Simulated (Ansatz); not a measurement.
**The perfect Ta wire along [100], 5 atoms a period**

What gap, if any, does the Ta wire along [100], 5 atoms a period have, and how many channels would it open?

Program: Ansatz 0.2.0. Level of theory: DFT PBE, plane waves, PAW; relaxation of a wire's period; PAW set soft_1, in the first sound run; inputs show where later runs differ. Results are calculated unless marked as measured.

## (1) The structure

The cell holds 5 atoms: 5 Ta. Cell: a = 10.120 Å, b = 10.120 Å, c = 3.320 Å, α = 90.0°, β = 90.0°, γ = 90.0°. Vacuum lies along a and b. The structure's axis is c.

## (2) The relaxed wire

Band widths follow the bond lengths, so the wire is relaxed first. The atoms and the third cell vector are free; the box across stays fixed as vacuum. A Fermi-Dirac smearing is set since the result may be a metal. The pressure printed is a third of the stress's trace over the whole box, vacuum included; only the stress along the axis is relaxed.

The input, input.yaml:

```yaml
crystal:
  lattice:
    - [10.12, 0.0, 0.0]
    - [0.0, 10.12, 0.0]
    - [0.0, 0.0, 3.32]
  atoms:
    - { symbol: Ta, position: [0.5, 0.5, 0.0] }
    - { symbol: Ta, position: [0.335968379, 0.335968379, 0.5] }
    - { symbol: Ta, position: [0.335968379, 0.664031621, 0.5] }
    - { symbol: Ta, position: [0.664031621, 0.335968379, 0.5] }
    - { symbol: Ta, position: [0.664031621, 0.664031621, 0.5] }
kpoints:
  mp_grid: { grid: [1, 1, 25] }
scf:
  occupations: { method: fermi_dirac, width: 0.05 }
hamiltonian:
  xc: pbe
  pseudopotentials: { kind: paw, azcp: { folder: soft_1 } }
relax:
  cell: { fix: [a, b, alpha, beta, gamma] }
  max_steps: 45
  f_tol: 0.03
```

Command:

```
$ ansatz run input.yaml --threads 4 --pin off --max-ram 16384MiB --backend cpu --events-out ev --progress --plain --runs-dir out
```

Numbers of over 12 decimals in the logs are rounded to 6 here.

What it wrote:

```text
Engine: ansatz 0.2.0, aarch64-unknown-linux-gnu
Pseudopotentials: kind: paw
Pseudopotential: Ta, paw, valence charge 13, recommended cutoff 420 eV (normal), soft_1/Ta.paw.azcp
Functional definition: PBE
  parameter kappa = 0.804
  parameter beta = 0.066725
  exchange = pbe_x(kappa = kappa, mu = beta*pi^2/3)
  correlation = pbe_c(beta = beta)
Crystal: 5 atoms, lattice volume = 340.016 Å³
Basis set: ecut = 420 eV, 6687 PW (Γ), exchange–correlation on 144×144×48 points (8 copies of the dense FFT grid, shifted against one another)
Bands: 39, of which v1, the nominal top of the filled ones, is band 33 counted from 1 (32 counted from 0)
Symmetry: 16 space group operations
Space group: P4/mmm (ITA 123), of the structure as read, at distance tolerance 7.0e-5 Å
k-points: 13 of 25
Non-local potential: Ta, projectors of the file, l = 0: 3, l = 1: 2, l = 2: 2, l = 3: 1
PAW form: soft (Blöchl's): semilocal exchange-correlation on the pseudo side does not see the compensation charge
PAW one-centre angular grid: Ta, 590 points (default); XC on 64 Gauss nodes
Initial density: superposition of atomic densities (neutral atoms: chi_scale 0, normalization atom)
Initial wavefunctions: pseudopotential atomic-orbital guess
Functional: x = pbe(κ = 0.804, μ = 0.219515), c = pbe(β = 0.066725)
SCF iter   1: F=—  HF=-49657.469545 eV  |F-HF|=—  |Δ(HF+E_count)|=         —  Δρ=4.43e-2  dr2=4.38e1  ethr=3.10e-3  ⟨swp⟩=8.9  Hψ=2116  notcnv=0
preconditioner: auto → LDOS  [metal: Δε(μ)=0.036 eV  Ē_g=3.211 eV  σ=0.050 eV  W_gap=0.18  n_scr=46 (ndim 8)  ℏωp=10.1 eV  f_vac=0.438  D(μ)=13.63/eV (n_scr^D=118)  β→1.0]
SCF iter   2: F=—  HF=-49651.121783 eV  |F-HF|=—  |Δ(HF+E_count)|=    6.35e0  Δρ=2.42e-2  dr2=3.60e0  ethr=3.10e-3  ⟨swp⟩=4.3  Hψ=1404  notcnv=0
SCF iter   3: F=—  HF=-49651.306938 eV  |F-HF|=—  |Δ(HF+E_count)|=   1.85e-1  Δρ=7.79e-3  dr2=1.05e0  ethr=3.10e-3  ⟨swp⟩=3.5  Hψ=1128  notcnv=0
SCF iter   4: F=—  HF=-49651.186409 eV  |F-HF|=—  |Δ(HF+E_count)|=   1.21e-1  Δρ=3.13e-3  dr2=1.74e-1  ethr=1.61e-3  ⟨swp⟩=2.2  Hψ=749  notcnv=0
SCF iter   5: F=—  HF=-49651.175217 eV  |F-HF|=—  |Δ(HF+E_count)|=   1.12e-2  Δρ=1.24e-3  dr2=1.19e-2  ethr=2.68e-4  ⟨swp⟩=2.8  Hψ=769  notcnv=0
SCF iter   6: F=—  HF=-49651.176518 eV  |F-HF|=—  |Δ(HF+E_count)|=   1.30e-3  Δρ=4.34e-4  dr2=7.78e-4  ethr=1.83e-5  ⟨swp⟩=2.1  Hψ=710  notcnv=0
SCF iter   7: F=—  HF=-49651.176910 eV  |F-HF|=—  |Δ(HF+E_count)|=   3.93e-4  Δρ=1.74e-4  dr2=1.90e-4  ethr=1.20e-6  ⟨swp⟩=2.4  Hψ=671  notcnv=0
SCF iter   8: F=—  HF=-49651.176990 eV  |F-HF|=—  |Δ(HF+E_count)|=   7.92e-5  Δρ=5.07e-5  dr2=1.75e-5  ethr=2.92e-7  ⟨swp⟩=2.1  Hψ=637  notcnv=0
SCF iter   9: F=—  HF=-49651.177194 eV  |F-HF|=—  |Δ(HF+E_count)|=   2.04e-4  Δρ=1.39e-5  dr2=1.00e-6  ethr=2.69e-8  ⟨swp⟩=2.8  Hψ=722  notcnv=0
SCF iter  10: F=-49651.177195 eV  HF=-49651.177195 eV  |F-HF|=9.20e-8  |Δ(HF+E_count)|=   1.06e-6  Δρ=4.45e-6  dr2=9.69e-8  ethr=1.54e-10  ⟨swp⟩=5.1  Hψ=2260  notcnv=0
SCF 1 converged in 10 iterations: F = -49651.177195 eV  dr2 = 9.69e-8
  greatest PAW one-centre occupation: 0.999 electrons in one spin orbital (limit 2), on the Ta atom at site 0 (counted from 0), in its partial waves of l = 0
relax step   1: F+E_penalty+E_count = -49651.17719481 eV  Δ(F+E_penalty+E_count) = +0.000e0 eV  max|allowed force component| = 2.354e0 eV/Å  Δτ_max = 0.0000 Å  P = -8.115 GPa  Ω = 340.016 Å³  fix = [a, b, alpha, beta, gamma]  reactions: a -7.559, b -7.559 GPa  (10 SCF iters, dr2 threshold 1.00e-7 eV, accepted)
Crystal: 5 atoms, lattice volume = 331.617 Å³
Basis set: ecut = 420 eV, 6503 PW (Γ), exchange–correlation on 144×144×48 points (8 copies of the dense FFT grid, shifted against one another)
Initial density: handed on by an earlier stage of this run
Initial wavefunctions: those handed on with the density
SCF iter   1: F=—  HF=-49654.024486 eV  |F-HF|=—  |Δ(HF+E_count)|=         —  Δρ=1.85e-2  dr2=4.39e0  ethr=3.10e-3  ⟨swp⟩=10.6  Hψ=2435  notcnv=0
preconditioner: auto → LDOS  [metal: Δε(μ)=0.033 eV  Ē_g=2.912 eV  σ=0.050 eV  W_gap=0.16  n_scr=46 (ndim 8)  ℏωp=10.2 eV  f_vac=0.496  D(μ)=14.54/eV (n_scr^D=142)  β→1.0]
SCF iter   2: F=—  HF=-49653.440822 eV  |F-HF|=—  |Δ(HF+E_count)|=   5.84e-1  Δρ=8.01e-3  dr2=3.62e-1  ethr=3.10e-3  ⟨swp⟩=2.8  Hψ=881  notcnv=0
SCF iter   3: F=—  HF=-49653.480586 eV  |F-HF|=—  |Δ(HF+E_count)|=   3.98e-2  Δρ=2.10e-3  dr2=5.42e-2  ethr=5.58e-4  ⟨swp⟩=2.5  Hψ=760  notcnv=0
SCF iter   4: F=—  HF=-49653.482432 eV  |F-HF|=—  |Δ(HF+E_count)|=   1.85e-3  Δρ=8.34e-4  dr2=2.30e-3  ethr=8.35e-5  ⟨swp⟩=2.0  Hψ=732  notcnv=0
SCF iter   5: F=—  HF=-49653.484423 eV  |F-HF|=—  |Δ(HF+E_count)|=   1.99e-3  Δρ=3.83e-4  dr2=5.38e-4  ethr=3.54e-6  ⟨swp⟩=2.1  Hψ=891  notcnv=0
SCF iter   6: F=—  HF=-49653.485317 eV  |F-HF|=—  |Δ(HF+E_count)|=   8.93e-4  Δρ=1.74e-4  dr2=7.05e-5  ethr=8.27e-7  ⟨swp⟩=2.9  Hψ=1038  notcnv=0
SCF iter   7: F=—  HF=-49653.485702 eV  |F-HF|=—  |Δ(HF+E_count)|=   3.85e-4  Δρ=5.37e-5  dr2=8.87e-6  ethr=1.09e-7  ⟨swp⟩=2.1  Hψ=746  notcnv=0
SCF iter   8: F=—  HF=-49653.485713 eV  |F-HF|=—  |Δ(HF+E_count)|=   1.13e-5  Δρ=2.08e-5  dr2=1.11e-6  ethr=1.37e-8  ⟨swp⟩=2.0  Hψ=685  notcnv=0
SCF iter   9: F=-49653.485716 eV  HF=-49653.485716 eV  |F-HF|=1.42e-7  |Δ(HF+E_count)|=   2.82e-6  Δρ=6.31e-6  dr2=1.52e-7  ethr=7.69e-10  ⟨swp⟩=5.3  Hψ=1880  notcnv=0
SCF 2 converged in 9 iterations: F = -49653.485716 eV  dr2 = 1.52e-7
relax step   2: F+E_penalty+E_count = -49653.48571585 eV  Δ(F+E_penalty+E_count) = -2.309e0 eV  max|allowed force component| = 1.026e0 eV/Å  Δτ_max = 0.1930 Å  P = -3.459 GPa  Ω = 331.617 Å³  energy of the carried Pulay correction = +4.204e-4 eV  fix = [a, b, alpha, beta, gamma]  reactions: a -3.191, b -3.191 GPa  (9 SCF iters, dr2 threshold 5.00e-7 eV, accepted)
Crystal: 5 atoms, lattice volume = 325.485 Å³
Basis set: ecut = 420 eV, 6367 PW (Γ), exchange–correlation on 144×144×48 points (8 copies of the dense FFT grid, shifted against one another)
SCF iter   1: F=—  HF=-49654.019121 eV  |F-HF|=—  |Δ(HF+E_count)|=         —  Δρ=1.56e-2  dr2=2.92e0  ethr=3.10e-3  ⟨swp⟩=10.2  Hψ=2119  notcnv=0
preconditioner: auto → LDOS  [metal: Δε(μ)=0.006 eV  Ē_g=3.297 eV  σ=0.050 eV  W_gap=0.03  n_scr=46 (ndim 8)  ℏωp=10.3 eV  f_vac=0.522  D(μ)=16.50/eV (n_scr^D=158)  β→1.0]
SCF iter   2: F=—  HF=-49653.519731 eV  |F-HF|=—  |Δ(HF+E_count)|=   4.99e-1  Δρ=6.43e-3  dr2=6.48e-2  ethr=3.10e-3  ⟨swp⟩=2.7  Hψ=863  notcnv=0
SCF iter   3: F=—  HF=-49653.610905 eV  |F-HF|=—  |Δ(HF+E_count)|=   9.12e-2  Δρ=2.32e-3  dr2=4.41e-2  ethr=9.97e-5  ⟨swp⟩=2.9  Hψ=988  notcnv=1
SCF iter   4: F=—  HF=-49653.606319 eV  |F-HF|=—  |Δ(HF+E_count)|=   4.59e-3  Δρ=1.08e-3  dr2=5.42e-3  ethr=6.79e-5  ⟨swp⟩=2.3  Hψ=835  notcnv=0
SCF iter   5: F=—  HF=-49653.611372 eV  |F-HF|=—  |Δ(HF+E_count)|=   5.05e-3  Δρ=5.46e-4  dr2=7.49e-4  ethr=8.33e-6  ⟨swp⟩=2.0  Hψ=727  notcnv=0
SCF iter   6: F=—  HF=-49653.613290 eV  |F-HF|=—  |Δ(HF+E_count)|=   1.92e-3  Δρ=2.19e-4  dr2=1.07e-4  ethr=1.15e-6  ⟨swp⟩=2.2  Hψ=703  notcnv=0
SCF iter   7: F=—  HF=-49653.613786 eV  |F-HF|=—  |Δ(HF+E_count)|=   4.97e-4  Δρ=5.61e-5  dr2=6.35e-6  ethr=1.64e-7  ⟨swp⟩=3.0  Hψ=797  notcnv=0
SCF iter   8: F=—  HF=-49653.613815 eV  |F-HF|=—  |Δ(HF+E_count)|=   2.88e-5  Δρ=2.17e-5  dr2=1.64e-6  ethr=9.77e-9  ⟨swp⟩=3.7  Hψ=983  notcnv=0
SCF iter   9: F=-49653.613822 eV  HF=-49653.613821 eV  |F-HF|=4.63e-7  |Δ(HF+E_count)|=   6.01e-6  Δρ=6.23e-6  dr2=1.89e-7  ethr=7.69e-10  ⟨swp⟩=5.7  Hψ=1943  notcnv=0
SCF 3 converged in 9 iterations: F = -49653.613822 eV  dr2 = 1.89e-7
relax step   3: F+E_penalty+E_count = -49653.61382178 eV  Δ(F+E_penalty+E_count) = -1.281e-1 eV  max|allowed force component| = 1.009e0 eV/Å  Δτ_max = 0.1503 Å  P = +2.526 GPa  Ω = 325.485 Å³  energy of the carried Pulay correction = +7.341e-4 eV  fix = [a, b, alpha, beta, gamma]  reactions: a +2.652, b +2.652 GPa  (9 SCF iters, dr2 threshold 5.00e-7 eV, accepted)
Crystal: 5 atoms, lattice volume = 321.638 Å³
Basis set: ecut = 420 eV, 6271 PW (Γ), exchange–correlation on 144×144×48 points (8 copies of the dense FFT grid, shifted against one another)
iter 1 solved again at ethr=1.58e-3 eV; its pass at ethr=3.10e-3 eV (dr2=1.02e0 eV) is discarded
SCF iter   1: F=—  HF=-49653.944100 eV  |F-HF|=—  |Δ(HF+E_count)|=         —  Δρ=9.71e-3  dr2=9.92e-1  ethr=1.58e-3  ⟨swp⟩=1.2  Hψ=2541  notcnv=0
preconditioner: auto → LDOS  [metal: Δε(μ)=0.026 eV  Ē_g=2.756 eV  σ=0.050 eV  W_gap=0.13  n_scr=38 (ndim 8)  ℏωp=10.4 eV  f_vac=0.499  D(μ)=10.97/eV (n_scr^D=90)  β→1.0]
SCF iter   2: F=—  HF=-49653.825062 eV  |F-HF|=—  |Δ(HF+E_count)|=   1.19e-1  Δρ=5.53e-3  dr2=3.22e-1  ethr=1.53e-3  ⟨swp⟩=2.7  Hψ=768  notcnv=0
SCF iter   3: F=—  HF=-49653.809887 eV  |F-HF|=—  |Δ(HF+E_count)|=   1.52e-2  Δρ=1.42e-3  dr2=1.56e-2  ethr=4.95e-4  ⟨swp⟩=2.3  Hψ=854  notcnv=0
SCF iter   4: F=—  HF=-49653.811521 eV  |F-HF|=—  |Δ(HF+E_count)|=   1.63e-3  Δρ=6.60e-4  dr2=1.06e-3  ethr=2.40e-5  ⟨swp⟩=2.2  Hψ=749  notcnv=0
SCF iter   5: F=—  HF=-49653.813465 eV  |F-HF|=—  |Δ(HF+E_count)|=   1.94e-3  Δρ=3.31e-4  dr2=2.38e-4  ethr=1.64e-6  ⟨swp⟩=2.6  Hψ=976  notcnv=0
SCF iter   6: F=—  HF=-49653.814484 eV  |F-HF|=—  |Δ(HF+E_count)|=   1.02e-3  Δρ=1.05e-4  dr2=3.15e-5  ethr=3.66e-7  ⟨swp⟩=2.6  Hψ=774  notcnv=0
SCF iter   7: F=—  HF=-49653.814542 eV  |F-HF|=—  |Δ(HF+E_count)|=   5.77e-5  Δρ=2.77e-5  dr2=2.44e-6  ethr=4.84e-8  ⟨swp⟩=2.1  Hψ=752  notcnv=0
SCF iter   8: F=-49653.814548 eV  HF=-49653.814548 eV  |F-HF|=7.21e-7  |Δ(HF+E_count)|=   6.00e-6  Δρ=9.06e-6  dr2=2.71e-7  ethr=7.69e-10  ⟨swp⟩=5.8  Hψ=1994  notcnv=0
SCF 4 converged in 8 iterations: F = -49653.814548 eV  dr2 = 2.71e-7
relax step   4: F+E_penalty+E_count = -49653.81454830 eV  Δ(F+E_penalty+E_count) = -2.007e-1 eV  max|allowed force component| = 1.272e-1 eV/Å  Δτ_max = 0.0951 Å  P = -0.498 GPa  Ω = 321.638 Å³  energy of the carried Pulay correction = +9.338e-4 eV  fix = [a, b, alpha, beta, gamma]  reactions: a -0.537, b -0.537 GPa  (8 SCF iters, dr2 threshold 5.00e-7 eV, accepted)
Crystal: 5 atoms, lattice volume = 321.141 Å³
Basis set: ecut = 420 eV, 6255 PW (Γ), exchange–correlation on 144×144×48 points (8 copies of the dense FFT grid, shifted against one another)
iter 1 solved again at ethr=1.53e-5 eV; its pass at ethr=3.10e-3 eV (dr2=9.94e-3 eV) is discarded
SCF iter   1: F=—  HF=-49653.819575 eV  |F-HF|=—  |Δ(HF+E_count)|=         —  Δρ=8.58e-4  dr2=9.81e-3  ethr=1.53e-5  ⟨swp⟩=1.0  Hψ=1962  notcnv=0
preconditioner: auto → LDOS  [metal: Δε(μ)=0.040 eV  Ē_g=2.887 eV  σ=0.050 eV  W_gap=0.20  n_scr=38 (ndim 8)  ℏωp=10.4 eV  f_vac=0.503  D(μ)=12.02/eV (n_scr^D=98)  β→1.0]
SCF iter   2: F=—  HF=-49653.818171 eV  |F-HF|=—  |Δ(HF+E_count)|=   1.40e-3  Δρ=4.78e-4  dr2=2.01e-3  ethr=1.51e-5  ⟨swp⟩=2.0  Hψ=691  notcnv=0
SCF iter   3: F=—  HF=-49653.818247 eV  |F-HF|=—  |Δ(HF+E_count)|=   7.58e-5  Δρ=1.15e-4  dr2=1.63e-4  ethr=3.09e-6  ⟨swp⟩=2.0  Hψ=687  notcnv=0
SCF iter   4: F=—  HF=-49653.818459 eV  |F-HF|=—  |Δ(HF+E_count)|=   2.13e-4  Δρ=4.27e-5  dr2=5.31e-6  ethr=2.50e-7  ⟨swp⟩=2.0  Hψ=686  notcnv=0
SCF iter   5: F=—  HF=-49653.818470 eV  |F-HF|=—  |Δ(HF+E_count)|=   1.08e-5  Δρ=2.15e-5  dr2=1.66e-6  ethr=7.69e-10  ⟨swp⟩=6.2  Hψ=2175  notcnv=0
SCF iter   6: F=-49653.818476 eV  HF=-49653.818475 eV  |F-HF|=7.91e-7  |Δ(HF+E_count)|=   5.00e-6  Δρ=9.90e-6  dr2=2.52e-7  ethr=7.69e-10  ⟨swp⟩=3.8  Hψ=2153  notcnv=0
SCF 5 converged in 6 iterations: F = -49653.818476 eV  dr2 = 2.52e-7
relax step   5: F+E_penalty+E_count = -49653.81847571 eV  Δ(F+E_penalty+E_count) = -3.927e-3 eV  max|allowed force component| = 1.673e-2 eV/Å  Δτ_max = 0.0078 Å  P = -0.154 GPa  Ω = 321.141 Å³  energy of the carried Pulay correction = +9.598e-4 eV  fix = [a, b, alpha, beta, gamma]  reactions: a -0.209, b -0.209 GPa  (6 SCF iters, dr2 threshold 5.00e-7 eV, accepted)
Initial wavefunctions: pseudopotential atomic-orbital guess (no wavefunctions were taken with the density)
iter 1 solved again at ethr=9.13e-8 eV; its pass at ethr=3.10e-3 eV (dr2=5.94e-5 eV) is discarded
SCF iter   1: F=—  HF=-49653.817285 eV  |F-HF|=—  |Δ(HF+E_count)|=         —  Δρ=5.96e-5  dr2=1.58e-6  ethr=9.13e-8  ⟨swp⟩=5.6  Hψ=3981  notcnv=0
preconditioner: auto → LDOS  [metal: Δε(μ)=0.040 eV  Ē_g=2.873 eV  σ=0.050 eV  W_gap=0.20  n_scr=38 (ndim 8)  ℏωp=10.4 eV  f_vac=0.503  D(μ)=12.01/eV (n_scr^D=98)  β→1.0]
SCF iter   2: F=—  HF=-49653.817492 eV  |F-HF|=—  |Δ(HF+E_count)|=   2.07e-4  Δρ=8.42e-6  dr2=2.28e-7  ethr=2.43e-9  ⟨swp⟩=2.2  Hψ=938  notcnv=0
SCF iter   3: F=—  HF=-49653.817492 eV  |F-HF|=—  |Δ(HF+E_count)|=   6.52e-8  Δρ=4.03e-6  dr2=5.45e-8  ethr=3.50e-10  ⟨swp⟩=2.1  Hψ=898  notcnv=0
SCF iter   4: F=—  HF=-49653.817492 eV  |F-HF|=—  |Δ(HF+E_count)|=   5.36e-8  Δρ=1.87e-6  dr2=7.06e-9  ethr=8.39e-11  ⟨swp⟩=2.2  Hψ=726  notcnv=0
SCF iter   5: F=—  HF=-49653.817492 eV  |F-HF|=—  |Δ(HF+E_count)|=   2.99e-8  Δρ=9.68e-7  dr2=1.91e-9  ethr=1.09e-11  ⟨swp⟩=2.3  Hψ=731  notcnv=0
SCF iter   6: F=—  HF=-49653.817492 eV  |F-HF|=—  |Δ(HF+E_count)|=   8.87e-9  Δρ=2.03e-7  dr2=1.03e-10  ethr=2.94e-12  ⟨swp⟩=2.1  Hψ=695  notcnv=0
SCF iter   7: F=-49653.817492 eV  HF=-49653.817492 eV  |F-HF|=2.91e-11  |Δ(HF+E_count)|=  4.15e-10  Δρ=4.84e-8  dr2=1.16e-11  ethr=1.00e-12  ⟨swp⟩=5.8  Hψ=1978  notcnv=0
SCF 6 converged in 7 iterations: F = -49653.817492 eV  dr2 = 1.16e-11
relax step   6: F+E_penalty+E_count = -49653.81749180 eV  Δ(F+E_penalty+E_count) = +9.839e-4 eV  max|allowed force component| = 1.644e-2 eV/Å  Δτ_max = 0.0000 Å  P = -0.152 GPa  Ω = 321.141 Å³  fix = [a, b, alpha, beta, gamma]  reactions: a -0.206, b -0.206 GPa  stress off target by 4.46e-2 GPa on what of the cell is left free  SCF on the basis re-selected at this cell (its energy is not comparable with the rows above)  (7 SCF iters)
basis re-selected at this cell: Δ(F+E_penalty+E_count) = +9.839e-4 eV, ΔP = +0.001 GPa vs the last step (what re-selecting the basis moved, of the pressure what is left beyond the Pulay correction that the steps carried, after the strain that the cell walked since its last selection, with what the two solves' SCF thresholds leave and, on support functions, any second-order correction that the steps lacked; it is no m [...]
SCF converged after 7 iterations
Free energy (F): -49653.817492 eV
Harris-Foulkes:  -49653.817492 eV  (|F-HF|=2.91e-11)
Internal energy: -49653.721990 eV  (E = F + TS)
E sigma→0 (E₀):  -49653.769741 eV
Entropy (-TS):   -0.095502 eV (-19.100 meV/atom)
Fermi energy:    3.037827 eV
--- Per-component energies (eV) ---
  E_band       = -1560.805009
  E_kinetic    = 1965.501589
  E_local      = -16655.827582  (includes V_loc(G=0)·N_el)
  E_nonlocal   = -53.892989
  E_hartree    = 7426.291392
  E_xc         = -1597.027068
  E_vxc        = -1155.556456  (∫ρ·V_xc dr)
  E_paw        = -41522.308098  (= ΣΔE_a)
  E_vpaw       = -513.612876  (= ΣTr[D̂ρ^β])
  E_aug_tail   = 0.000463  (compensation charges beyond the density's cutoff)
  E_ewald      = 783.540302
  E_smearing   = -0.095502  (= −TS)
  E_closure    = -0.000000  (closes the sum)
  Σ components = -49653.817492   (vs F -49653.817492, Δ=0.00e0)
--- Forces (eV/Å), atoms counted from 1 ---
  atom   1  Ta     0.00000000    -0.00000000    -0.00000000
  atom   2  Ta     0.01643730     0.01643730     0.00000000
  atom   3  Ta     0.01643730    -0.01643730     0.00000000
  atom   4  Ta    -0.01643730     0.01643730    -0.00000000
  atom   5  Ta    -0.01643730    -0.01643730    -0.00000000
  max |Σ_I F_I| component: 6.94e-18 eV/Å
--- Stress (GPa, compression-positive) ---
       -0.206213       0.000000       0.000000
        0.000000      -0.206213       0.000000
        0.000000       0.000000      -0.044628
  P = ⅓ Tr σ = -0.1524 GPa (-1.524 kbar)
--- Relaxed structure (5 steps of the walk, 5 accepted, 1 SCFs on fresh bases) ---
  F+E_penalty+E_count = -49653.81749180 eV   max|allowed force component| = 1.644e-2 eV/Å   (the final SCF, on the basis selected at the relaxed cell)
  cell:  # Å, volume = 321.1413 Å³
    - [10.12, 0.0, 0.0]
    - [0.0, 10.12, 0.0]
    - [0.0, 0.0, 3.135705]
  atoms:
    - { symbol: Ta, position: [0.5, 0.5, 0.0] }
    - { symbol: Ta, position: [0.353852, 0.353852, 0.500000] }
    - { symbol: Ta, position: [0.353852, 0.646148, 0.500000] }
    - { symbol: Ta, position: [0.646148, 0.353852, 0.500000] }
    - { symbol: Ta, position: [0.646148, 0.646148, 0.500000] }
```

It took 17 s on 4 threads of Arm Neoverse V1, shared host; peak memory 0.71 GiB; 65 s of CPU time.

(Part 1 of 2 ends here.)

[Logs are printed without paths, hosts, clocks, repeated set-up lines and the standing remarks that a program may print on its own settings, such as how far it seeks lower states.]

[Hosts, paths, dates, database ids (printed as entryN), source tags and the programs' standing remarks are cut or masked in the printed files.]
